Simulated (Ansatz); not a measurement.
# A hypothetical structure for LaB3Pd

Starting from a made-up structure for LaB3Pd, the aim is the relaxed cell, its shortest contacts and, where a second run follows, its electronic structure.

Program: Ansatz 0.2.0. Level of theory: DFT, PBEsol, plane-wave PAW, files of the set soft_1, scalar-relativistic, no spin, cell and ions relaxed at zero pressure; PAW set soft_1. Results are calculated unless marked as measured.

## 1. Starting point

Symmetry: I-4m2, No. 119, tetragonal system. The conventional cell has a = 3.787 Å, b = 3.787 Å, c = 9.618 Å, α = 90.00°, β = 90.00°, γ = 90.00°. La has 12 B at 2.93 to 3.06 Å and 4 Pd at 3.06 Å nearest. Nearest to Pd lie 8 B at 2.25 to 2.68 Å and 4 La at 3.06 Å. Nearest to B lie 4 B at 2.25 Å and 4 Pd at 2.68 Å and 4 La at 3.06 Å. B has 2 Pd at 2.25 Å and 3 B at 2.25 to 2.38 Å and 4 La at 2.93 Å nearest. Farther neighbours are not listed.

Structure file:

```cif
data_structure
_symmetry_space_group_name_H-M 'P 1'
_symmetry_Int_Tables_number 1
_cell_length_a 5.5043
_cell_length_b 5.5043
_cell_length_c 5.5043
_cell_angle_alpha 139.758
_cell_angle_beta 139.758
_cell_angle_gamma 58.221
_cell_volume 68.97
loop_
_atom_site_label
_atom_site_type_symbol
_atom_site_fract_x
_atom_site_fract_y
_atom_site_fract_z
_atom_site_occupancy
La1 La 0.00000 0.00000 0.00000 1
Pd2 Pd 0.25000 0.75000 0.50000 1
B3 B 0.75000 0.25000 0.50000 1
B4 B 0.37620 0.37620 0.00000 1
B5 B 0.62380 0.62380 0.00000 1
```

## 2. Relaxation of the guess

The guessed cell has no reason to be at equilibrium. It is relaxed with the atoms, within the space group of the guess.

Contents of input.yaml:

```yaml
crystal:
  lattice:
    - [-1.8935, 1.8935, 4.809]
    - [1.8935, -1.8935, 4.809]
    - [1.8935, 1.8935, -4.809]
  atoms:
    - { symbol: La, position: [0.0, 0.0, 0.0] }
    - { symbol: Pd, position: [0.25, 0.75, 0.5] }
    - { symbol: B, position: [0.75, 0.25, 0.5] }
    - { symbol: B, position: [0.3762, 0.3762, 0.0] }
    - { symbol: B, position: [0.6238, 0.6238, 0.0] }
kpoints:
  mp_grid: { grid: [10, 10, 10] }
scf:
  occupations: { method: fermi_dirac, width: 0.05 }
hamiltonian:
  xc: pbesol
  pseudopotentials: { kind: paw, azcp: { folder: soft_1 }, xc_functional: pbe }
relax:
  f_tol: 0.015
  max_steps: 70
  cell: {}
output:
  forces: true
  stress: true
```

On the command line:

```sh
$ ansatz run input.yaml --threads 4 --pin off --max-ram 8192MiB --backend cpu --events-out ev --progress --plain --runs-dir out
```

Numbers of over 12 decimals in the logs are rounded to 6 here.

What it wrote:

```text
basis.fft_grid_basis auto: the FFT boxes are laid along the combinations [[1, 0, 1], [0, 1, 1], [0, 0, 1]] of the cell's own vectors, 3.787, 3.787 and 5.504 Å long. The dense box has 27×27×40 points. Along the cell's own vectors, as sized, it would have 40×40×40, 2.19 times as many. Of the 8 symmetry operations that the crystal satisfies within crystal.symmetry.tolerance (time reversal apart; of a slab, those that ke [...]
Engine: ansatz 0.2.0, x86_64-unknown-linux-gnu
Pseudopotentials: kind: paw
Pseudopotential: La, paw, valence charge 11, recommended cutoff 420 eV (normal), soft_1/La.paw.azcp
Pseudopotential: Pd, paw, valence charge 18, recommended cutoff 420 eV (normal), soft_1/Pd.paw.azcp
Pseudopotential: B, paw, valence charge 3, recommended cutoff 420 eV (normal), soft_1/B.paw.azcp
Functional definition: PBEsol
  exchange = pbesol_x
  correlation = pbesol_c
Crystal: 5 atoms, lattice volume = 68.968 Å³
Basis set: ecut = 420 eV, 1341 PW (Γ), FFT grids on a1+a3, a2+a3, a3, exchange–correlation on 54×54×80 points (8 copies of the dense FFT grid, shifted against one another)
Bands: 24, of which v1, the nominal top of the filled ones, is band 19 counted from 1 (18 counted from 0)
Symmetry: 8 space group operations
Space group: I-4m2 (ITA 119), of the structure as read, at distance tolerance 4.1e-5 Å
k-points: 102 of 1000 (time reversal used)
Non-local potential: La, projectors of the file, l = 0: 3, l = 1: 2, l = 2: 2, l = 3: 3
Non-local potential: Pd, projectors of the file, l = 0: 2, l = 1: 2, l = 2: 2, l = 3: 1
Non-local potential: B, projectors of the file, l = 0: 2, l = 1: 2, l = 2: 1
PAW form: soft (Blöchl's): semilocal exchange-correlation on the pseudo side does not see the compensation charge
PAW frozen core: La, regenerated for the run's functional, and the local potential with it (the file was generated under x = pbe(κ = 0.804, μ = 0.219515), c = pbe(β = 0.066725))
PAW frozen core: Pd, regenerated for the run's functional, and the local potential with it (the file was generated under x = pbe(κ = 0.804, μ = 0.219515), c = pbe(β = 0.066725))
PAW frozen core: B, regenerated for the run's functional, and the local potential with it (the file was generated under x = pbe(κ = 0.804, μ = 0.219515), c = pbe(β = 0.066725))
PAW one-centre angular grid: La, 590 points (default); XC on 64 Gauss nodes
PAW one-centre angular grid: Pd, 590 points (default); XC on 64 Gauss nodes
PAW one-centre angular grid: B, 110 points (default); XC on 64 Gauss nodes
Initial density: superposition of atomic densities (chi_scale 0.1, normalization cell, long waves kept (reshape's long-wave potential 0.00 eV rms))
Initial wavefunctions: pseudopotential atomic-orbital guess
Functional: x = pbesol(κ = 0.804, μ = 0.123457), c = pbesol(β = 0.046)
SCF iter   1: F=—  HF=-13554.031213 eV  |F-HF|=—  |Δ(HF+E_count)|=         —  Δρ=5.85e-1  dr2=4.88e2  ethr=3.10e-3  ⟨swp⟩=4.7  Hψ=9294  notcnv=0
preconditioner: auto → Kerker (q_TF=auto, 2.470 Å⁻¹)  [metal: Δε(μ)=0.003 eV  Ē_g=7.053 eV  σ=0.050 eV  W_gap=0.02  n_scr=14 (ndim 8)  ℏωp=23.7 eV  f_vac=0.000  D(μ)=15.50/eV (n_scr^D=308)]
SCF iter   2: F=—  HF=-13528.545395 eV  |F-HF|=—  |Δ(HF+E_count)|=    2.55e1  Δρ=1.56e-1  dr2=1.61e1  ethr=3.10e-3  ⟨swp⟩=5.4  Hψ=11182  notcnv=0  defer=5
SCF iter   3: F=—  HF=-13525.656608 eV  |F-HF|=—  |Δ(HF+E_count)|=    2.89e0  Δρ=5.21e-2  dr2=1.89e0  ethr=3.10e-3  ⟨swp⟩=5.1  Hψ=7150  notcnv=0  defer=5
SCF iter   4: F=—  HF=-13525.395948 eV  |F-HF|=—  |Δ(HF+E_count)|=   2.61e-1  Δρ=1.01e-2  dr2=1.78e-1  ethr=3.10e-3  ⟨swp⟩=3.9  Hψ=6295  notcnv=0  defer=7
SCF iter   5: F=—  HF=-13525.368951 eV  |F-HF|=—  |Δ(HF+E_count)|=   2.70e-2  Δρ=4.37e-3  dr2=2.38e-2  ethr=4.67e-4  ⟨swp⟩=4.2  Hψ=4070  notcnv=0  defer=8
SCF iter   6: F=—  HF=-13525.364105 eV  |F-HF|=—  |Δ(HF+E_count)|=   4.85e-3  Δρ=3.06e-3  dr2=1.12e-2  ethr=6.27e-5  ⟨swp⟩=4.7  Hψ=5046  notcnv=0  defer=8
SCF iter   7: F=—  HF=-13525.362460 eV  |F-HF|=—  |Δ(HF+E_count)|=   1.64e-3  Δρ=1.66e-3  dr2=3.39e-3  ethr=2.94e-5  ⟨swp⟩=2.5  Hψ=3060  notcnv=0  defer=10
SCF iter   8: F=—  HF=-13525.361783 eV  |F-HF|=—  |Δ(HF+E_count)|=   6.76e-4  Δρ=8.07e-4  dr2=8.06e-4  ethr=8.93e-6  ⟨swp⟩=2.8  Hψ=3524  notcnv=0  defer=10
SCF iter   9: F=—  HF=-13525.361547 eV  |F-HF|=—  |Δ(HF+E_count)|=   2.36e-4  Δρ=2.28e-4  dr2=7.13e-5  ethr=2.12e-6  ⟨swp⟩=2.4  Hψ=4580  notcnv=0  defer=10
SCF iter  10: F=—  HF=-13525.361524 eV  |F-HF|=—  |Δ(HF+E_count)|=   2.32e-5  Δρ=3.31e-5  dr2=1.34e-6  ethr=1.88e-7  ⟨swp⟩=2.0  Hψ=4076  notcnv=0  defer=10
SCF iter  11: F=-13525.361524 eV  HF=-13525.361524 eV  |F-HF|=7.52e-9  |Δ(HF+E_count)|=   2.51e-7  Δρ=3.42e-6  dr2=9.72e-9  ethr=2.63e-10  ⟨swp⟩=3.9  Hψ=11202  notcnv=0
SCF 1 converged in 11 iterations: F = -13525.361524 eV  dr2 = 9.72e-9
  greatest PAW one-centre occupation: 0.999 electrons in one spin orbital (limit 2), on the Pd atom at site 1 (counted from 0), in its partial waves of l = 0
relax step   1: F+E_penalty+E_count = -13525.36152402 eV  Δ(F+E_penalty+E_count) = +0.000e0 eV  max|allowed force component| = 4.894e-1 eV/Å  Δτ_max = 0.0000 Å  P = -12.639 GPa  Ω = 68.968 Å³  (11 SCF iters, dr2 threshold 1.00e-7 eV, accepted)
Crystal: 5 atoms, lattice volume = 59.486 Å³
Basis set: ecut = 420 eV, 1155 PW (Γ), FFT grids on a1+a3, a2+a3, a3, exchange–correlation on 54×54×80 points (8 copies of the dense FFT grid, shifted against one another)
Initial density: handed on by an earlier stage of this run
Initial wavefunctions: those handed on with the density
SCF iter   1: F=—  HF=-13526.034628 eV  |F-HF|=—  |Δ(HF+E_count)|=         —  Δρ=5.23e-2  dr2=3.46e0  ethr=3.10e-3  ⟨swp⟩=10.3  Hψ=15039  notcnv=0
preconditioner: auto → Kerker (q_TF=auto, 2.532 Å⁻¹)  [metal: Δε(μ)=0.011 eV  Ē_g=8.938 eV  σ=0.050 eV  W_gap=0.05  n_scr=14 (ndim 8)  ℏωp=25.5 eV  f_vac=0.000  D(μ)=2.10/eV (n_scr^D=14)]
SCF iter   2: F=—  HF=-13525.634974 eV  |F-HF|=—  |Δ(HF+E_count)|=   4.00e-1  Δρ=1.98e-2  dr2=6.44e-1  ethr=3.10e-3  ⟨swp⟩=2.5  Hψ=4443  notcnv=0  defer=13
SCF iter   3: F=—  HF=-13525.521603 eV  |F-HF|=—  |Δ(HF+E_count)|=   1.13e-1  Δρ=6.43e-3  dr2=7.48e-2  ethr=1.70e-3  ⟨swp⟩=2.6  Hψ=3569  notcnv=0  defer=13
SCF iter   4: F=—  HF=-13525.504289 eV  |F-HF|=—  |Δ(HF+E_count)|=   1.73e-2  Δρ=1.07e-3  dr2=6.46e-4  ethr=1.97e-4  ⟨swp⟩=2.1  Hψ=4230  notcnv=0  defer=13
SCF iter   5: F=—  HF=-13525.504181 eV  |F-HF|=—  |Δ(HF+E_count)|=   1.08e-4  Δρ=1.92e-4  dr2=2.48e-5  ethr=1.70e-6  ⟨swp⟩=2.2  Hψ=3956  notcnv=0  defer=13
[...]
SCF iter   6: F=—  HF=-13525.610328 eV  |F-HF|=—  |Δ(HF+E_count)|=   6.54e-6  Δρ=3.81e-5  dr2=9.08e-7  ethr=1.26e-7  ⟨swp⟩=2.2  Hψ=3248  notcnv=0  defer=14
SCF iter   7: F=-13525.610327 eV  HF=-13525.610327 eV  |F-HF|=1.34e-7  |Δ(HF+E_count)|=   1.14e-7  Δρ=1.28e-5  dr2=1.68e-7  ethr=1.32e-9  ⟨swp⟩=4.9  Hψ=8976  notcnv=0
SCF 3 converged in 7 iterations: F = -13525.610327 eV  dr2 = 1.68e-7
relax step   3: F+E_penalty+E_count = -13525.61032737 eV  Δ(F+E_penalty+E_count) = -1.061e-1 eV  max|allowed force component| = 2.268e-1 eV/Å  Δτ_max = 0.0285 Å  P = -1.534 GPa  Ω = 63.536 Å³  energy of the carried Pulay correction = +2.391e-3 eV  (7 SCF iters, dr2 threshold 5.00e-7 eV, accepted)
[... from here on, the SCF cycles and remarks between the steps are left out ...]
relax step   4: F+E_penalty+E_count = -13525.61628673 eV  Δ(F+E_penalty+E_count) = -5.959e-3 eV  max|allowed force component| = 2.392e-1 eV/Å  Δτ_max = 0.0048 Å  P = -0.550 GPa  Ω = 63.186 Å³  energy of the carried Pulay correction = +2.552e-3 eV  (6 SCF iters, dr2 threshold 5.00e-7 eV, accepted)
relax step   5: F+E_penalty+E_count = -13525.66238396 eV  Δ(F+E_penalty+E_count) = -4.610e-2 eV  max|allowed force component| = 4.038e-1 eV/Å  Δτ_max = 0.0572 Å  P = +4.021 GPa  Ω = 61.959 Å³  energy of the carried Pulay correction = +3.123e-3 eV  (6 SCF iters, dr2 threshold 5.00e-7 eV, accepted)
relax step   6: F+E_penalty+E_count = -13525.77590839 eV  Δ(F+E_penalty+E_count) = -1.135e-1 eV  max|allowed force component| = 1.249e-2 eV/Å  Δτ_max = 0.1314 Å  P = +10.422 GPa  Ω = 61.078 Å³  energy of the carried Pulay correction = +3.539e-3 eV  (7 SCF iters, dr2 threshold 5.00e-7 eV, accepted)
relax step   7: F+E_penalty+E_count = -13525.87564040 eV  Δ(F+E_penalty+E_count) = -9.973e-2 eV  max|allowed force component| = 5.812e-1 eV/Å  Δτ_max = 0.1039 Å  P = +3.939 GPa  Ω = 64.579 Å³  energy of the carried Pulay correction = +1.917e-3 eV  (8 SCF iters, dr2 threshold 5.00e-7 eV, accepted)
relax step   8: F+E_penalty+E_count = -13525.63926486 eV  Δ(F+E_penalty+E_count) = +2.364e-1 eV  max|allowed force component| = 7.185e-1 eV/Å  Δτ_max = 0.1266 Å  P = -10.984 GPa  Ω = 69.532 Å³  energy of the carried Pulay correction = -2.377e-4 eV  (7 SCF iters, dr2 threshold 5.00e-7 eV, rejected (line search))
relax step   9: F+E_penalty+E_count = -13525.91009602 eV  Δ(F+E_penalty+E_count) = -3.446e-2 eV  max|allowed force component| = 1.184e-1 eV/Å  Δτ_max = 0.0528 Å  P = -0.294 GPa  Ω = 65.399 Å³  energy of the carried Pulay correction = +1.549e-3 eV  (10 SCF iters, accepted)
relax step  10: F+E_penalty+E_count = -13525.91355054 eV  Δ(F+E_penalty+E_count) = -3.455e-3 eV  max|allowed force component| = 5.523e-2 eV/Å  Δτ_max = 0.0104 Å  P = -0.079 GPa  Ω = 65.436 Å³  energy of the carried Pulay correction = +1.533e-3 eV  (6 SCF iters, dr2 threshold 5.00e-7 eV, accepted)
relax step  11: F+E_penalty+E_count = -13525.91474745 eV  Δ(F+E_penalty+E_count) = -1.197e-3 eV  max|allowed force component| = 1.388e-3 eV/Å  Δτ_max = 0.0040 Å  P = +0.001 GPa  Ω = 65.356 Å³  energy of the carried Pulay correction = +1.568e-3 eV  (5 SCF iters, dr2 threshold 5.00e-7 eV, accepted)
relax step  12: F+E_penalty+E_count = -13525.91600663 eV  Δ(F+E_penalty+E_count) = -1.259e-3 eV  max|allowed force component| = 1.898e-3 eV/Å  Δτ_max = 0.0000 Å  P = +0.035 GPa  Ω = 65.356 Å³  stress off target by 1.74e-1 GPa  SCF on the basis re-selected at this cell (its energy is not comparable with the rows above)  (6 SCF iters)
relax step  13: F+E_penalty+E_count = -13525.91604530 eV  Δ(F+E_penalty+E_count) = -3.867e-5 eV  max|allowed force component| = 1.479e-3 eV/Å  Δτ_max = 0.0003 Å  P = +0.006 GPa  Ω = 65.375 Å³  energy of the carried Pulay correction = -8.132e-6 eV  (4 SCF iters, dr2 threshold 7.59e-8 eV, accepted)
iter 1 solved again at ethr=3.23e-8 eV; its pass at ethr=3.10e-3 eV (dr2=1.23e-5 eV) is discarded
SCF iter   1: F=—  HF=-13525.916042 eV  |F-HF|=—  |Δ(HF+E_count)|=         —  Δρ=4.20e-6  dr2=1.79e-8  ethr=3.23e-8  ⟨swp⟩=3.3  Hψ=17641  notcnv=0
preconditioner: auto → Kerker (q_TF=auto, 2.492 Å⁻¹)  [metal: Δε(μ)=0.014 eV  Ē_g=9.112 eV  σ=0.050 eV  W_gap=0.07  n_scr=12 (ndim 8)  ℏωp=24.3 eV  f_vac=0.000  D(μ)=1.88/eV (n_scr^D=10)]
SCF iter   2: F=—  HF=-13525.916049 eV  |F-HF|=—  |Δ(HF+E_count)|=   6.84e-6  Δρ=2.31e-6  dr2=5.03e-9  ethr=4.72e-11  ⟨swp⟩=2.4  Hψ=4438  notcnv=0
SCF iter   3: F=—  HF=-13525.916049 eV  |F-HF|=—  |Δ(HF+E_count)|=  2.73e-10  Δρ=1.36e-6  dr2=2.47e-9  ethr=1.32e-11  ⟨swp⟩=2.7  Hψ=4161  notcnv=0
SCF iter   4: F=—  HF=-13525.916049 eV  |F-HF|=—  |Δ(HF+E_count)|=  3.84e-10  Δρ=3.09e-7  dr2=7.73e-11  ethr=6.51e-12  ⟨swp⟩=2.1  Hψ=2963  notcnv=0
SCF iter   5: F=-13525.916049 eV  HF=-13525.916049 eV  |F-HF|=5.46e-12  |Δ(HF+E_count)|=  2.00e-11  Δρ=7.78e-8  dr2=2.81e-12  ethr=1.00e-12  ⟨swp⟩=4.0  Hψ=8693  notcnv=0
SCF 14 converged in 5 iterations: F = -13525.916049 eV  dr2 = 2.81e-12
relax step  14: F+E_penalty+E_count = -13525.91604913 eV  Δ(F+E_penalty+E_count) = -3.826e-6 eV  max|allowed force component| = 1.512e-3 eV/Å  Δτ_max = 0.0000 Å  P = +0.007 GPa  Ω = 65.375 Å³  stress off target by 1.40e-2 GPa  SCF on the basis re-selected at this cell (its energy is not comparable with the rows above)  (5 SCF iters)
basis re-selected at this cell: Δ(F+E_penalty+E_count) = -3.826e-6 eV, ΔP = +0.000 GPa vs the last step (what re-selecting the basis moved, of the pressure what is left beyond the Pulay correction that the steps carried, after the strain that the cell walked since its last selection, with what the two solves' SCF thresholds leave and, on support functions, any second-order correction that the steps lacked; it is no m [...]
SCF converged after 5 iterations
Free energy (F): -13525.916049 eV
Harris-Foulkes:  -13525.916049 eV  (|F-HF|=5.46e-12)
Internal energy: -13525.900460 eV  (E = F + TS)
E sigma→0 (E₀):  -13525.908255 eV
Entropy (-TS):   -0.015589 eV (-3.118 meV/atom)
Fermi energy:    14.178619 eV
--- Per-component energies (eV) ---
  E_band       = -205.475829
  E_kinetic    = 773.168444
  E_local      = -3202.346418  (includes V_loc(G=0)·N_el)
  E_nonlocal   = 484.716190
  E_hartree    = 1340.189211
  E_xc         = -377.401117
  E_vxc        = -435.211953  (∫ρ·V_xc dr)
  E_paw        = -9297.316038  (= ΣΔE_a)
  E_vpaw       = -506.180771  (= ΣTr[D̂ρ^β])
  E_aug_tail   = 0.000235  (compensation charges beyond the density's cutoff)
  E_ewald      = -3247.426661
  E_core_change = 0.515694  (= ΣΔE_core)
  E_smearing   = -0.015589  (= −TS)
  E_closure    = 0.000000  (closes the sum)
  Σ components = -13525.916049   (vs F -13525.916049, Δ=0.00e0)
--- Forces (eV/Å), atoms counted from 1 ---
  atom   1  La     0.00000000     0.00000000     0.00000000
  atom   2  Pd     0.00000000     0.00000000     0.00000000
  atom   3  B     -0.00000000     0.00000000    -0.00000000
  atom   4  B     -0.00000000     0.00000000    -0.00151238
  atom   5  B     -0.00000000     0.00000000     0.00151238
  max |Σ_I F_I| component: 2.64e-16 eV/Å
--- Stress (GPa, compression-positive) ---
        0.003059       0.000000      -0.000000
        0.000000       0.003059       0.000000
       -0.000000       0.000000       0.014047
  P = ⅓ Tr σ = 0.0067 GPa (0.067 kbar)
--- Relaxed structure (12 steps of the walk, 11 accepted, 2 SCFs on fresh bases) ---
  F+E_penalty+E_count = -13525.91604913 eV   max|allowed force component| = 1.512e-3 eV/Å   (the final SCF, on the basis selected at the relaxed cell)
  cell:  # Å, volume = 65.3747 Å³
    - [-1.769204, 1.769204, 5.221482]
    - [1.769204, -1.769204, 5.221482]
    - [1.769204, 1.769204, -5.221482]
  atoms:
    - { symbol: La, position: [2.6941601083804897e-19, 2.6941601083805e-19, 0] }
    - { symbol: Pd, position: [0.250000, 0.75, 0.500000] }
    - { symbol: B, position: [0.75, 0.250000, 0.500000] }
    - { symbol: B, position: [0.351091, 0.351091, 0] }
    - { symbol: B, position: [0.648909, 0.648909, 0] }
```

Wall time 59 s (4 threads of Intel Xeon Platinum 8375C at 2.90GHz (Ice Lake), shared host); peak memory 0.62 GiB.

Step by step:

```
step  energy less that of the first step (eV)  largest force component (eV/Å)  pressure (GPa)  volume (Å³)
   1                                   0.0000                          0.4894          -12.64        68.97
   2                                  -0.1427                          0.0761           10.06        59.49
   3                                  -0.2488                          0.2268           -1.53        63.54
   4                                  -0.2548                          0.2392           -0.55        63.19
   5                                  -0.3009                          0.4038            4.02        61.96
   6                                  -0.4144                          0.0125           10.42        61.08
   7                                  -0.5141                          0.5812            3.94        64.58
   8                                  -0.2777                          0.7185          -10.98        69.53
   9                                  -0.5486                          0.1184           -0.29        65.40
  10                                  -0.5520                          0.0552           -0.08        65.44
  11                                  -0.5532                          0.0014            0.00        65.36
 12*                                  -0.5545                          0.0019            0.03        65.36
  13                                  -0.5545                          0.0015            0.01        65.37
 14*                                  -0.5545                          0.0015            0.01        65.37
```

Relaxation steps marked * repeat the geometry before them on a plane-wave basis chosen anew for their cell, so energy and pressure can jump there. Relaxation step 8 was tried and not accepted.

The run keeps the 8 symmetry operations that it works with, so distortions that break them were not tested.

```
conventional cell, symmetrised  before   after  change
                         a (Å)   3.787   3.538  -6.6 %
                         b (Å)   3.787   3.538  -6.6 %
                         c (Å)   9.618  10.443  +8.6 %
              volume (Å³/atom)   13.79   13.07  -5.2 %
```

The atoms that moved most (Å, as changes of fractional coordinates times the final cell):

```
atom     dx     dy      dz  length
  B5  0.000  0.000   0.262   0.262
  B4  0.000  0.000  -0.262   0.262
```

Final coordinates:

```xyz
5
Lattice="-1.7692 1.7692 5.2215 1.7692 -1.7692 5.2215 1.7692 1.7692 -5.2215" Properties=species:S:1:pos:R:3 pbc="T T T"
La    0.0000    0.0000    0.0000
Pd    1.7692    0.0000    2.6107
B     0.0000    1.7692    2.6107
B     0.0000    0.0000    3.6664
B     0.0000    0.0000    6.7765
```

This step gave:

```
free energy             : -13525.9160 eV
energy at zero smearing : -13525.9083 eV
smearing term TS        : 0.01559 eV
Fermi energy            : 14.18 eV
electrons               : 38
symmetry operations     : 8
pressure                : 0.006722 GPa
```

Shortest distances by pair of elements, guess and relaxed (not always the same contact):

```
 pair  guess (Å)  relaxed (Å)
 B–Pd      2.249        2.060
  B–B      2.249        2.060
 B–La      2.931        2.946
La–Pd      3.061        3.154
La–La      3.787        3.538
```

The relaxation ends with a largest force component of 0.0015 eV/Å and a pressure of 0.01 GPa.

## 3. What came out

* space group, relaxed: I-4m2
* conventional cell: a = 3.538, b = 3.538, c = 10.443 Å; α = 90.0°, β = 90.0°, γ = 90.0°
* volume per atom: 13.07 Å³ (guess 13.79)

In words: LaB3Pd relaxes to I-4m2 with a = 3.538, b = 3.538 and c = 10.443 Å. The guessed volume was 5 % too large. The space group I-4m2 was held in the relaxation, so the end point is a stationary structure within it and may be a saddle against distortions or other arrangements. Mesh and cutoff weren't tested. Spin-orbit coupling is left out, which can matter for elements this heavy. No dispersion term is used, so weakly bound directions may come out too long. The runs have no spin, and magnetism wasn't tested. Nothing here tests whether the compound is stable against decomposition.

[Logs are printed without paths, hosts, clocks, repeated set-up lines and the standing remarks that a program may print on its own settings, such as how far it seeks lower states.]

[Hosts, paths, dates, database ids (printed as entryN), source tags and the programs' standing remarks are cut or masked in the printed files.]
